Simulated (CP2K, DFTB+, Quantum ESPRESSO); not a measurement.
## Twisted Ti2CO2 MXene bilayer, 38.21° (70 atoms) in DFTB+

Wanted: DFTB+ inputs and outputs for twisted Ti2CO2 MXene bilayer, 38.21° (70 atoms), checked against a plane-wave reference.

Method: the method is named at each step, in DFTB+ 25.1.

## (1) The structure

The cell holds 70 atoms: 14 C, 28 Ti and 28 O. Its edges and angles: a = 8.017 Å, b = 8.017 Å, c = 25.590 Å, α = 90.0°, β = 90.0°, γ = 120.0°. It derives from Ti2CO2 (Ti2CO2 MXene). Ti2CO2 MXene (a = 3.03 Å) under Ti2CO2 MXene (a = 3.03 Å), bilayer, commensurate cell of 7 unit cells a layer, twist 38.21 deg; facing planes 2.71 Å apart; 14 Å of vacuum; layers as built, displaced by a Gaussian of 0.01 Å. Then every atom was moved at random, 0.02 Å r.m.s. a Cartesian component. Regions: layer 1, 35 atoms (7 C, 14 Ti and 14 O); layer 2, 35 atoms (7 C, 14 Ti and 14 O). Vacuum lies along c.

As a file:

```xyz
70
Lattice="8.0166 0.0000 0.0000 -4.0083 6.9426 0.0000 0.0000 0.0000 25.5900" Properties=species:S:1:pos:R:3
C     3.9837    6.9306    9.2464
Ti    0.5940    1.6453   10.4755
Ti    1.7180    0.3121    7.9298
O     1.7382    0.3062   11.4495
O     0.5667    1.6375    7.0245
C    -0.5986    2.9523    9.2329
Ti    0.0261    4.5940   10.6004
Ti    1.1396    3.3199    7.8779
O     1.1293    3.2965   11.4559
O     0.0050    4.6255    7.0045
C    -1.1352    5.9938    9.2170
Ti    3.4202    0.6770   10.5334
Ti    0.5460    6.2344    7.9357
O     0.6243    6.2704   11.4305
O     3.4353    0.6831    7.0147
C     2.2751    2.0047    9.1950
Ti    2.8505    3.6215   10.5126
Ti    4.0106    2.2516    7.8815
O     4.0477    2.3418   11.4477
O     2.8540    3.6310    7.0444
C     1.7274    4.9593    9.2395
Ti    2.2903    6.6081   10.5472
Ti    3.4229    5.3143    7.9035
O     3.4158    5.2964   11.4528
O     2.2974    6.6048    7.0175
C     5.1294    1.0156    9.2047
Ti    5.7467    2.6284   10.5418
Ti    6.8410    1.3418    7.9285
O     6.8841    1.3054   11.4275
O     5.7046    2.7118    7.0007
C     4.5961    3.9982    9.2457
Ti   -2.8561    5.6295   10.5334
Ti   -1.6913    4.3175    7.8720
O    -1.7783    4.2855   11.4753
O    -2.8988    5.6323    7.0007
C     5.7403    1.9808   16.3901
Ti    4.5741    0.6698   17.6911
Ti    4.0110    2.3533   15.0331
O     4.0375    2.3101   18.5725
O     4.5632    0.7109   14.1380
C     3.4281    3.9762   16.3789
Ti    2.2942    2.6650   17.6742
Ti    1.7472    4.2865   15.1076
O     1.7541    4.3142   18.5773
O     2.3629    2.6582   14.1748
C     2.9164    0.9927   16.3231
Ti   -2.2931    6.6276   17.6809
Ti    1.1474    1.3637   15.0625
O     1.1550    1.2998   18.5571
O    -2.2554    6.6118   14.1815
C     1.1025    5.9883   16.4104
Ti   -0.0204    4.5743   17.6663
Ti   -0.5717    6.3140   15.0909
O    -0.6191    6.2828   18.6208
O     0.0103    4.6350   14.1272
C     0.5725    3.0117   16.3405
Ti   -0.5838    1.7026   17.6980
Ti   -1.1534    3.3108   15.0572
O    -1.1414    3.3399   18.5858
O    -0.5751    1.6599   14.1456
C    -3.9818    6.9340   16.3676
Ti    2.8881    5.6167   17.6763
Ti    6.2744    0.3412   15.1071
O     6.3235    0.3523   18.5824
O     2.8366    5.6127   14.1735
C    -1.7034    4.9958   16.3269
Ti    5.1119    3.6044   17.6950
Ti    4.5682    5.3025   15.0723
O     4.5512    5.2687   18.5696
O     5.1916    3.5973   14.1717
```

The yardstick, on the same geometry:

| Item | Value |
| --- | --- |
| method | Kohn-Sham DFT, PBE, SSSP efficiency 1.3.0 pseudopotentials, plane waves (Quantum ESPRESSO 7.5); sssp-pbe-1.3.0-efficiency, cutoffs 60/480 Ry, Γ point |
| r.m.s. force component | 0.4611 eV/Å |
| longest force | 1.748 eV/Å |
| gap (highest filled to lowest empty level) | 0.5001 eV |
| time | 7.8 min on 4 MPI ranks of Intel Xeon 6975P-C (Granite Rapids), shared host |
| CPU time | 31 min |

## (2) GFN1-xTB

Method: GFN1-xTB tight binding, diagonalisation.

Input file dftb_in.hsd:

```
Geometry = GenFormat {
  <<< geo.gen
}
Driver = {}
Hamiltonian = xTB {
  Method = "GFN1-xTB"
  SccTolerance = 1e-06
  MaxSccIterations = 300
  Mixer = Broyden { MixingParameter = 0.05 }
  Filling = Fermi { Temperature [K] = 580 }
  KPointsAndWeights = { 0.0 0.0 0.0 1.0 }
}
Analysis {
  PrintForces = Yes
  MullikenAnalysis = Yes
}
ParserOptions { ParserVersion = 14 }
```

Input file geo.gen:

```
70 F
C Ti O
1 1 0.99607 0.99827 0.36133
2 2 0.19259 0.23698 0.40936
3 2 0.23679 0.04496 0.30988
4 3 0.23888 0.04411 0.44742
5 3 0.18862 0.23586 0.27450
6 1 0.13795 0.42524 0.36080
7 2 0.33411 0.66172 0.41424
8 2 0.38126 0.47820 0.30785
9 3 0.37829 0.47483 0.44767
10 3 0.33375 0.66625 0.27372
11 1 0.29007 0.86334 0.36018
12 2 0.47540 0.09751 0.41162
13 2 0.51711 0.89800 0.31011
14 3 0.52946 0.90318 0.44668
15 3 0.47772 0.09839 0.27412
16 1 0.42818 0.28876 0.35932
17 2 0.61640 0.52164 0.41081
18 2 0.66245 0.32432 0.30799
19 3 0.67357 0.33731 0.44735
20 3 0.61752 0.52301 0.27528
21 1 0.57264 0.71433 0.36106
22 2 0.76160 0.95182 0.41216
23 2 0.80971 0.76546 0.30885
24 3 0.80753 0.76289 0.44755
25 3 0.76225 0.95135 0.27423
26 1 0.71299 0.14629 0.35970
27 2 0.90614 0.37859 0.41195
28 2 0.94999 0.19327 0.30983
29 3 0.95274 0.18803 0.44656
30 3 0.90690 0.39061 0.27357
31 1 0.86127 0.57590 0.36130
32 2 0.04916 0.81087 0.41162
33 2 0.09997 0.62188 0.30762
34 3 0.08681 0.61728 0.44843
35 3 0.04403 0.81127 0.27357
36 1 0.85871 0.28531 0.64049
37 2 0.61882 0.09648 0.69133
38 2 0.66982 0.33897 0.58746
39 3 0.67002 0.33275 0.72577
40 3 0.62042 0.10239 0.55248
41 1 0.71399 0.57272 0.64005
42 2 0.47811 0.38386 0.69067
43 2 0.52666 0.61742 0.59037
44 3 0.52951 0.62141 0.72596
45 3 0.48619 0.38288 0.55392
46 1 0.43528 0.14298 0.63787
47 2 0.19127 0.95463 0.69093
48 2 0.24134 0.19643 0.58861
49 3 0.23769 0.18722 0.72517
50 3 0.19483 0.95235 0.55418
51 1 0.56880 0.86254 0.64128
52 2 0.32689 0.65887 0.69036
53 2 0.38342 0.90946 0.58972
54 3 0.37525 0.90496 0.72766
55 3 0.33510 0.66762 0.55206
56 1 0.28832 0.43380 0.63855
[... 14 atom lines left out ...]
0.0 0.0 0.0
8.01660 0.00000 0.00000
-4.00830 6.94258 0.00000
0.00000 0.00000 25.59000
```

Started as:

```bash
> OMP_NUM_THREADS=1 dftb+ > output.txt
```

Log:

```text
Reading input file 'dftb_in.hsd'
Parser version: 14
--------------------------------------------------------------------------------
Processed input in HSD format written to 'dftb_pin.hsd'
Starting initialization...
--------------------------------------------------------------------------------
WARNING!
-> Dipole printed for extended system : value printed is not well defined
Mode:                        Static calculation
Self consistent charges:     Yes
SCC-tolerance:                 0.100000E-05
Max. scc iterations:                    300
Shell resolved Hubbard:      Yes
Spin polarisation:           No
Nr. of up electrons:           168.000000
Nr. of down electrons:         168.000000
Periodic boundaries:         Yes
Electronic solver:           Relatively robust
Mixer:                       Broyden mixer
Mixing parameter:                  0.050000
Nr. of chrg. vec. in memory:            300
Max. SCC-cycles:                        300
tblite library version:      0.3.0
-> parametrization:          GFN1-xTB
-> repulsion:                Yes
-> dispersion:               Yes
-> halogen bonding:          Yes
-> electrostatics:           Yes
   -> isotropic:             Yes
   -> anisotropic:           No
   -> third-order:           Yes
Electronic temperature:              0.183675E-02 H      0.499806E-01 eV
Initial charges:             Set automatically (system chrg:   0.000E+00)
Included shells:             C:  s, p
                            Ti:  d, s, p
                             O:  s, p
K-points and weights:           1:  0.000000  0.000000  0.000000     1.000000
K-points in absolute space:     1:  0.000000  0.000000  0.000000
Extra options:
                             Mulliken analysis
                             Force calculation
Force type                   original
--------------------------------------------------------------------------------
***  Geometry step: 0
 iSCC Total electronic   Diff electronic      SCC error
    1   -0.16056572E+03    0.00000000E+00    0.25038123E+01
    2   -0.17039645E+03   -0.16056572E+03    0.20170636E+01
    3   -0.18424312E+03   -0.98307240E+01    0.27183935E+01
    4   -0.19315999E+03   -0.13846673E+02    0.11367803E+01
    5   -0.19307457E+03   -0.89168659E+01    0.10193774E+01
    6   -0.18685451E+03    0.85417704E-01    0.25207054E+01
    7   -0.12934720E+03    0.62200588E+01    0.43087269E+01
    8   -0.12971711E+03    0.57507311E+02    0.43186127E+01
    9   -0.13473174E+03   -0.36991653E+00    0.43133846E+01
   10   -0.18216887E+03   -0.50146236E+01    0.27478804E+01
   11   -0.19027081E+03   -0.47437137E+02    0.12315807E+01
   12   -0.19286175E+03   -0.81019370E+01    0.11911655E+01
[...]
>> Charges saved for restart in charges.bin
[...]
>> Charges saved for restart in charges.bin
[...]
56   -0.19809707E+03    0.51228596E-07    0.28463302E-05
   57   -0.19809707E+03   -0.13731125E-07    0.29432952E-05
   58   -0.19809707E+03    0.14691068E-07    0.13540883E-05
   59   -0.19809707E+03   -0.31115178E-07    0.11536467E-05
>> Charges saved for restart in charges.bin
   60   -0.19809707E+03   -0.12718175E-07    0.87708902E-06
Total Energy:                     -197.9674004164 H        -5386.9671 eV
Extrapolated to 0K:               -197.9768252089 H        -5387.2235 eV
Total Mermin free energy:         -197.9862500013 H        -5387.4800 eV
Force related energy:             -197.9862500013 H        -5387.4800 eV
Volume:                              0.961121E+04 au^3   0.142423E+04 A^3
Pressure:                           -0.818180E-04 au    -0.240717E+10 Pa
```

detailed.out:

```text
Fermi distribution function
Calculation with static geometry
********************************************************************************
 iSCC Total electronic   Diff electronic      SCC error
   60   -0.19809707E+03   -0.12718175E-07    0.87708902E-06
********************************************************************************
 Total charge:     0.00000000
 Atomic gross charges (e)
 Atom           Charge
    1      -0.26649083
    2       0.49256473
    3       0.55253282
    4      -0.40691783
    5      -0.42793619
    6      -0.28637755
    7       0.56635688
    8       0.58927587
    9      -0.40702892
   10      -0.41948358
   11      -0.29007329
   12       0.54671879
[...]
66      -0.28065217
   67       0.57543612
   68       0.52504888
   69      -0.42322385
   70      -0.40793584
Fermi level:                        -0.4608542287 H          -12.5405 eV
Band energy:                      -216.6704189845 H        -5895.9021 eV
TS:                                  0.0188495850 H            0.5129 eV
Band free energy (E-TS):          -216.6892685695 H        -5896.4150 eV
Extrapolated E(0K):               -216.6798437770 H        -5896.1585 eV
Input / Output electrons (q):    336.0000000000    336.0000000000
Energy H0:                        -201.1930720293 H        -5474.7420 eV
Energy SCC:                          3.0959976914 H           84.2464 eV
Total Electronic energy:          -198.0970743379 H        -5390.4957 eV
Repulsive energy:                    0.5369987427 H           14.6125 eV
Halogen correction energy:           0.0000000000 H            0.0000 eV
Total energy:                     -197.9674004164 H        -5386.9671 eV
Extrapolated to 0:                -197.9768252089 H        -5387.2235 eV
Total Mermin free energy:         -197.9862500013 H        -5387.4800 eV
Force related energy:             -197.9862500013 H        -5387.4800 eV
Non-constrained calculation
SCC converged
Total Forces
    1     -0.000560160174      0.007032811003     -0.004558167295
    2     -0.001028653087     -0.004893019036      0.009799766551
    3     -0.001905800759     -0.003567652191     -0.007967552192
    4      0.002967362671      0.006243680584     -0.023923707994
    5     -0.000915398277      0.005677321345      0.018993089894
    6      0.002036359585      0.009660604272     -0.001464453209
    7      0.004232235091     -0.005993680622      0.017513496222
    8      0.003984257582     -0.008285577314     -0.007511646911
    9     -0.003734142661      0.006306033539     -0.020886810252
   10     -0.000618585888      0.000947810510      0.017742819138
   11     -0.001669436827      0.001479802151      0.001309732412
[...]
66      0.002417911681     -0.005523283657      0.010250355733
   67     -0.002912636431      0.000440851286      0.003255049123
   68     -0.000965813592      0.010173708189     -0.012044267589
   69      0.004585741046      0.001784284804     -0.019025271636
   70      0.001286966526      0.000190154544      0.019266731441
Total stress tensor
     -0.000007165577      0.000000076446      0.000000349985
      0.000000076446     -0.000008252774      0.000000952424
      0.000000349985      0.000000952424     -0.000230035507
Total lattice derivs
      0.004518108970      0.002974430131     -0.000570909478
     -0.000056003129      0.006045860537     -0.000697731757
     -0.000069559778     -0.000189294980      0.045719729745
Maximal derivative component:        0.252381E-01 au
Volume:                              0.961121E+04 au^3
Pressure:                           -0.818180E-04 au    -0.240717E+10 Pa
Warning: dipole moment is not defined absolutely!
Dipole moment:    1.81556663   -3.22023198   -0.08815909 au
Dipole moment:    4.61471044   -8.18501394   -0.22407808 Debye
```

Wall time 17 s (1 thread of Intel Xeon 6975P-C (Granite Rapids), shared host); peak memory 0.43 GiB.

Banners, paths, timers and routine set-up lines are dropped from the logs unmarked, and long logs keep their key lines alone; longer cuts are marked.

Numbers from this run, and their distance from the reference:

```
r.m.s. force component                  : 0.4943 eV/Å
r.m.s. difference of force components   : 642.3 meV/Å
longest difference of force vectors     : 1793 meV/Å
force difference over r.m.s. force      : 139.3 %
slope of forces against the reference's : 0.1043
correlation of force components         : 0.09728
```

Length of the force difference by element (eV/Å):

```tsv
element	atoms	mean	most
C	14	0.36	0.66
O	28	1.3	1.7
Ti	28	1.1	1.8
```

A closer look about C46, picked at random: 9 atoms, nearest first, numbered in the order of the input, with positions taken from that point.

```tsv
atom	x	y	z	distance (Å)	bonds	Mulliken charge (e)	Fx	Fy	Fz (eV/Å)
C46	0.00	0.00	0.00	0.00	6	-0.28	-0.03	0.27	0.61
Ti53	0.52	-1.62	-1.23	2.10	6	0.54	-0.33	-0.03	-0.99
Ti38	1.09	1.36	-1.29	2.17	6	0.57	-0.18	-0.35	-1.17
Ti37	1.66	-0.32	1.37	2.17	6	0.57	-0.27	-0.43	0.33
Ti48	-1.77	0.37	-1.26	2.20	6	0.54	-0.36	-0.31	-0.65
Ti47	-1.20	-1.31	1.36	2.24	6	0.59	0.15	-0.14	0.48
Ti42	-0.62	1.67	1.35	2.24	6	0.56	-0.26	-0.14	0.28
O40	1.65	-0.28	-2.19	2.75	3	-0.41	0.27	-0.04	1.14
O50	-1.16	-1.32	-2.14	2.77	3	-0.41	-0.12	-0.07	0.89
```

Forces lie 139 % from the reference's, at 0.0090 times its CPU time (on 1 against 4 cores).

## (3) Results

| Item | Value |
| --- | --- |
| force difference from the reference | DFTB+ GFN1-xTB, 139 % |
| its CPU time | 17 s |

**Reading.** Tight binding differs by 139 % (DFTB+ GFN1-xTB); it is another model, with fitted parameters of its own, and the xTB methods hold dispersion. One electronic-structure run takes under half the reference's CPU time: DFTB+ GFN1-xTB, at 139 % in 17 s against 31 min, too far off to be of use. Periodic xTB results under one method name differ between programs and library versions (DFTB+ here holds tblite 0.3). The reference's PBE has no dispersion term, which matters for the binding between molecules or layers. The runs have no spin polarisation, so any moments at edges, vacancies or dangling bonds can't form. The electronic-structure runs sample only Γ, in a cell whose shortest periodic width is 7 Å.

[Also dropped from logs without a mark: logging warnings of Python, and SIESTA's first energy breakdown and zero terms.]

[Logs are printed without paths, hosts, clocks, repeated set-up lines and the standing remarks that a program may print on its own settings, such as how far it seeks lower states.]

[Hosts, paths, dates, database ids (printed as entryN), source tags and the programs' standing remarks are cut or masked in the printed files.]
